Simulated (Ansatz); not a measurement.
# Sn4B2CN: relaxing a made-up structure, part 2 of 2

Starting from a made-up structure for Sn4B2CN, the aim is the relaxed cell, its shortest contacts and, where a second run follows, its electronic structure.

Ansatz 0.2.0; DFT, PBE, plane-wave PAW, files of the set soft_1, scalar-relativistic, no spin, cell and ions relaxed at zero pressure; PAW set soft_1 (the session's first sound run).

So far: The starting structure; Relaxation of the guess. The relaxed cell has a = 3.408, c = 11.977 Å (conventional setting).

### Step 3. Bands of the relaxed cell

With the geometry fixed, one more self-consistent run, with a narrower smearing and the mesh shown in its input, gives the bands, and its pressure, and its forces where symmetry allows any, show how far the geometry depends on these settings.

This step: DFT, PBE, plane-wave PAW, files of the set soft_1, scalar-relativistic, no spin, bands and density of states at the relaxed cell; PAW set soft_1 (Ansatz 0.2.0).

Contents of input.yaml:

```yaml
crystal:
  lattice:
    - [3.4083989526, 0.0, 0.0]
    - [-1.7041994763, 2.9517600792, 0.0]
    - [0.0, 0.0, 11.9769534088]
  atoms:
    - { symbol: Sn, position: [0.6666666667, 0.3333333333, 0.116380998] }
    - { symbol: Sn, position: [0.3333333333, 0.6666666667, 0.883619002] }
    - { symbol: Sn, position: [0.3333333333, 0.6666666667, 0.6224343763] }
    - { symbol: Sn, position: [0.6666666667, 0.3333333333, 0.3775656237] }
    - { symbol: "N", position: [0.0, 0.0, 0.5] }
    - { symbol: C, position: [0.0, 0.0, 0.0] }
    - { symbol: B, position: [0.3333333333, 0.6666666667, 0.2515164995] }
    - { symbol: B, position: [0.6666666667, 0.3333333333, 0.7484835005] }
kpoints:
  mp_grid: { grid: [10, 10, 4] }
  band_path:
    path:
      - [[0.0, 0.0, 0.0], [0.5, 0.0, 0.0], [0.33333333, 0.33333333, 0.0], [0.0, 0.0, 0.0], [0.0, 0.0, 0.5], [0.5, 0.0, 0.5], [0.33333333, 0.33333333, 0.5], [0.0, 0.0, 0.5]]
      - [[0.5, 0.0, 0.5], [0.5, 0.0, 0.0]]
      - [[0.33333333, 0.33333333, 0.0], [0.33333333, 0.33333333, 0.5]]
    npoints: 8
scf:
  occupations: { method: fermi_dirac, width: 0.03 }
  n_extra_bands: 12
hamiltonian:
  xc: pbe
  pseudopotentials: { kind: paw, azcp: { folder: soft_1 } }
output:
  forces: true
  stress: true
  write_bands: true
  dos: { projected: true }
  write_density: true
  write_potential: true
  elf: true
  volumetric_format: npy
```

Command:

```
$ ansatz run input.yaml --threads 4 --pin off --max-ram 10240MiB --backend cpu --events-out ev --progress --plain --runs-dir out
```

Numbers of over 12 decimals in the logs are rounded to 6 here.

The program printed:

```text
[...]
Crystal: 8 atoms, lattice volume = 120.497 Å³
Basis set: ecut = 420 eV, 2345 PW (Γ), exchange–correlation on 48×48×162 points (8 copies of the dense FFT grid, shifted against one another)
Bands: 48, of which v1, the nominal top of the filled ones, is band 36 counted from 1 (35 counted from 0)
Symmetry: 12 space group operations
[...]
k-points: 50 of 400
[...]
SCF iter   1: F=—  HF=-25040.870608 eV  |F-HF|=—  |Δ(HF+E_count)|=         —  Δρ=9.92e-2  dr2=6.78e1  ethr=3.10e-3  ⟨swp⟩=6.2  Hψ=9819  notcnv=0  defer=23
[...]
SCF iter  11: F=-25035.667534 eV  HF=-25035.667534 eV  |F-HF|=8.29e-9  |Δ(HF+E_count)|=   1.72e-8  Δρ=2.84e-6  dr2=1.43e-8  ethr=1.41e-10  ⟨swp⟩=16.5  Hψ=17841  notcnv=0
SCF 1 converged in 11 iterations: F = -25035.667534 eV  dr2 = 1.43e-8
[...]
NSCF: frozen V_eff on 75 k-points
SCF converged after 11 iterations
Free energy (F): -25035.667534 eV
[...]
Internal energy: -25035.660152 eV  (E = F + TS)
E sigma→0 (E₀):  -25035.663843 eV
Entropy (-TS):   -0.007382 eV (-0.923 meV/atom)
Fermi energy:    12.376334 eV
[...]
--- Forces (eV/Å), atoms counted from 1 ---
  atom   1  Sn     0.00000000    -0.00000000     0.02098578
  atom   2  Sn     0.00000000     0.00000000    -0.02098578
  atom   3  Sn     0.00000000     0.00000000     0.07690512
  atom   4  Sn     0.00000000    -0.00000000    -0.07690512
  atom   5  N     -0.00000000    -0.00000000     0.00000000
  atom   6  C     -0.00000000    -0.00000000     0.00000000
  atom   7  B     -0.00000000     0.00000000     0.02999578
  atom   8  B      0.00000000    -0.00000000    -0.02999578
  max |Σ_I F_I| component: 6.94e-18 eV/Å
--- Stress (GPa, compression-positive) ---
       -0.056193      -0.000000      -0.000000
       -0.000000      -0.056193       0.000000
       -0.000000       0.000000      -0.335109
  P = ⅓ Tr σ = -0.1492 GPa (-1.492 kbar)
--- Band table (eV; the first three rows and the last of 50) ---
  k-point 0: bands = [... 32 lower, 11.9649, 13.9836, 13.9836, 14.1594, 14.1594, 14.7484, 16.3809, 17.2903, ... 8 higher]
  k-point 1: bands = [... 32 lower, 12.3937, 14.0084, 14.0084, 14.1331, 14.1331, 14.5175, 16.5076, 17.3501, ... 8 higher]
  k-point 2: bands = [... 32 lower, 12.8026, 14.0624, 14.0624, 14.0777, 14.0777, 14.2554, 16.6123, 17.4334, ... 8 higher]
  k-point 49: bands = [... 32 lower, 9.8144, 10.1056, 10.9958, 11.0498, 11.6836, 11.9937, 15.1908, 15.4336, ... 8 higher]
```

It took 6.8 s on 4 threads of Intel Xeon Platinum 8559C (Emerald Rapids), shared host; peak memory 0.69 GiB.

Numbers from this step:

```
free energy             : -25035.6675 eV
energy at zero smearing : -25035.6638 eV
smearing term TS        : 0.007382 eV
Fermi energy            : 12.38 eV
pressure                : -0.1492 GPa
```

From bands.tsv, the bands that come nearest the Fermi level along the path, at its corners, in eV from the Fermi level:

```
point  band 33  band 34  band 35  band 36  band 37  band 38  band 39  band 40
    Γ    -0.41     1.61     1.61     1.78     1.78     2.37     4.00     4.91
    M    -2.04    -1.82    -1.03    -0.36     0.07     0.67     1.59     2.96
    K    -3.00    -3.00    -2.99    -0.62     0.23     0.23     1.98     2.67
    Γ    -0.41     1.61     1.61     1.78     1.78     2.37     4.00     4.91
    A     0.43     1.69     1.69     1.70     1.70     1.88     4.24     5.06
    L    -2.72    -2.29    -0.28    -0.09     0.06     0.20     2.10     2.44
    H    -1.85    -1.85    -1.81    -1.75    -0.80    -0.80     3.35     3.41
    A     0.43     1.69     1.69     1.70     1.70     1.88     4.24     5.06
    L    -2.72    -2.29    -0.28    -0.09     0.06     0.20     2.10     2.44
    M    -2.04    -1.82    -1.03    -0.36     0.07     0.67     1.59     2.96
    K    -3.00    -3.00    -2.99    -0.62     0.23     0.23     1.98     2.67
    H    -1.85    -1.85    -1.81    -1.75    -0.80    -0.80     3.35     3.41
```

Counts of states for the cell as run, both spins, by energy window (eV from the Fermi level):

```
from  to  total
  -8  -7   1.77
  -7  -6   2.59
  -6  -5   1.80
  -5  -4   3.14
  -4  -3   3.27
  -3  -2   3.77
  -2  -1   3.25
  -1   0   3.17
   0   1   3.22
   1   2   1.92
   2   3   2.19
   3   4   2.59
   4   5   3.38
   5   6   4.81
```

A further 48.1 states lie below the table's range.

Force by atom:

```csv
atom,x (eV/Å),y (eV/Å),z (eV/Å),size
Sn1,0.0000,0.0000,0.0210,0.0210
Sn2,0.0000,0.0000,-0.0210,0.0210
Sn3,0.0000,0.0000,0.0769,0.0769
Sn4,0.0000,0.0000,-0.0769,0.0769
N5,0.0000,0.0000,0.0000,0.0000
C6,0.0000,0.0000,0.0000,0.0000
B7,0.0000,0.0000,0.0300,0.0300
B8,0.0000,0.0000,-0.0300,0.0300
```

ELF in the ac plane at fractional y = 0.333, with atoms of Sn and B within 0.2 Å of it. It is the smooth field of the valence electrons, not physical close to the nuclei.

Ten even steps from '0' (0.00) to '9' (0.74), each cell a mean:
```
67776531101124
44444321000123
33333332222233
43333456777664
54335799989998
64235897311599
64335898534799
54334689999987
33333445555554
33333322111222
34443321000112
56776421111123
46665432233223
33333333211233
32223331000023
44444432000133
67776543333345
77887643322345
67777653333345
55555443322344
33233331000023
33233331000023
55665433222333
68887542222234
```
Columns run along a (3.4 Å), rows up along c (12.0 Å). Atoms in or near the plane, at fractional coordinates: Sn at (0.67, 0.12), Sn at (0.67, 0.38), B at (0.67, 0.75).

Valence density in the ac plane at fractional y = 0.333, with atoms of Sn and B within 0.2 Å of it. It is the smooth field of the valence electrons, not physical close to the nuclei.

Values in e/Å³, 24 rows by 14 columns, each cell a mean:
```
 0  0  0  0  0  0  0  0  0  0  0  0  0  0
 0  0  0  0  0  0  0  0  0  0  0  0  0  0
 0  0  0  0  0  0  0  0  0  0  0  0  0  0
 0  0  0  0  0  0  0  0  0  0  0  0  0  0
 0  0  0  0  0  0  0  0  1  1  1  0  0  0
 0  0  0  0  0  0  0  1  1  0  1  1  0  0
 0  0  0  0  0  0  0  1  1  1  1  1  0  0
 0  0  0  0  0  0  0  0  0  0  0  0  0  0
 0  0  0  0  0  0  0  0  0  0  0  0  0  0
 0  0  0  0  0  0  0  0  0  0  0  0  0  0
 0  0  0  0  0  0  0  0  0  0  0  0  0  0
 0  0  0  0  0  0  0  0  0  0  0  0  0  0
 0  0  0  0  0  0  0  0  0  0  0  0  0  0
 0  0  0  0  0  0  0  1  3  4  3  2  1  0
 0  0  0  0  0  0  1  5  9 11 10  6  2  1
 0  0  0  0  0  0  1  3  6  8  7  4  2  1
 0  0  0  0  0  0  0  1  1  1  1  1  0  0
 0  0  0  0  0  0  0  0  0  0  0  0  0  0
 0  0  0  0  0  0  0  0  0  0  0  0  0  0
 0  0  0  0  0  0  0  1  2  2  2  1  1  0
 0  0  0  0  0  0  1  4  7 10  9  5  2  1
 0  0  0  0  0  0  1  4  7 10  9  5  2  1
 0  0  0  0  0  0  0  1  2  2  2  1  1  0
 0  0  0  0  0  0  0  0  0  0  0  0  0  0
```
Columns run along a (3.4 Å), rows up along c (12.0 Å). Atoms in or near the plane, at fractional coordinates: Sn at (0.67, 0.12), Sn at (0.67, 0.38), B at (0.67, 0.75).

Electrostatic potential energy in the ac plane at fractional y = 0.333, with atoms of Sn and B within 0.2 Å of it. With pseudopotentials it is smooth inside the atoms' cores, unlike the true potential.

Ten even steps from '_' (-19 eV) to '@' (14 eV), each cell a mean:
```
@@@@%%%%@@@@@@@@@@@@@@@@@@@@
%%######%%%%@@@@@@@@@@@@@@@@
##++==++**##%%@@@@@@@@@@@@%%
####****##%%@@@@@@@@@@@@@@%%
@@@@@@@@@@@@%%##++====**%%@@
@@@@@@@@@@@@##::______..++%%
@@@@@@@@@@@@%%--______::**%%
%%%%##%%%%%%@@%%##**##%%%%@@
##++==++**%%%%@@@@@@@@@@@@%%
##**++++##%%%%@@@@@@@@@@@@%%
@@%%%%%%%%@@@@@@@@@@@@@@@@@@
@@@@@@@@@@@@@@@@@@@@@@@@@@@@
@@@@@@@@@@@@%%##**++**##%%@@
%%@@@@@@@@##==....::::..--**
##@@@@@@%%++__--@@@@@@**..::
%%@@@@@@%%**::..++####--..==
@@@@@@@@@@%%##++--::::==**%%
@@@@@@@@@@@@@@@@%%%%%%%%@@@@
@@@@@@@@@@@@@@%%%%####%%@@@@
@@@@@@@@@@%%**--......::==##
##@@@@@@%%++..::##@@%%++__--
##@@@@@@%%++..::##@@%%++__--
@@@@@@@@@@%%**::......::==##
@@@@@@@@@@@@@@%%%%####%%@@@@
```
Columns run along a (3.4 Å; values clipped at the 3rd and 97th percentile), rows up along c (12.0 Å). Atoms in or near the plane, at fractional coordinates: Sn at (0.67, 0.12), Sn at (0.67, 0.38), B at (0.67, 0.75).

### Step 4. Outcome

```yaml
space_group_relaxed: P-3m1
conventional_cell: a = 3.408, b = 3.408, c = 11.977 Å; α = 90.0°, β = 90.0°, γ = 120.0°
volume_per_atom: 15.06 Å³ (guess 15.77)
```

What this shows: Sn4B2CN relaxes to P-3m1 with a = 3.408, b = 3.408 and c = 11.977 Å. The guessed volume was 5 % too large. The space group P-3m1 was held in the relaxation, so the end point is a stationary structure within it and may be a saddle against distortions or other arrangements. Bands cross the Fermi level, so it is a metal or semimetal at this level. The electron count is odd, which forces that without spin polarisation or a larger cell. On the 10×10×4 mesh with the narrower smearing (relaxed on 10×10×2) the largest force component is 0.077 eV/Å and the largest stress component is 0.335 GPa, against the relaxation's thresholds of 0.015 eV/Å and 0.05 GPa. The cutoff wasn't tested. A vector of the cell changed its length by 17 %, more than the volume shows. No dispersion term is used, so weakly bound directions may come out too long. Nothing here tests whether the compound is stable against decomposition.

[Logs are printed without paths, hosts, clocks, repeated set-up lines and the standing remarks that a program may print on its own settings, such as how far it seeks lower states.]

[Hosts, paths, dates, database ids (printed as entryN), source tags and the programs' standing remarks are cut or masked in the printed files.]
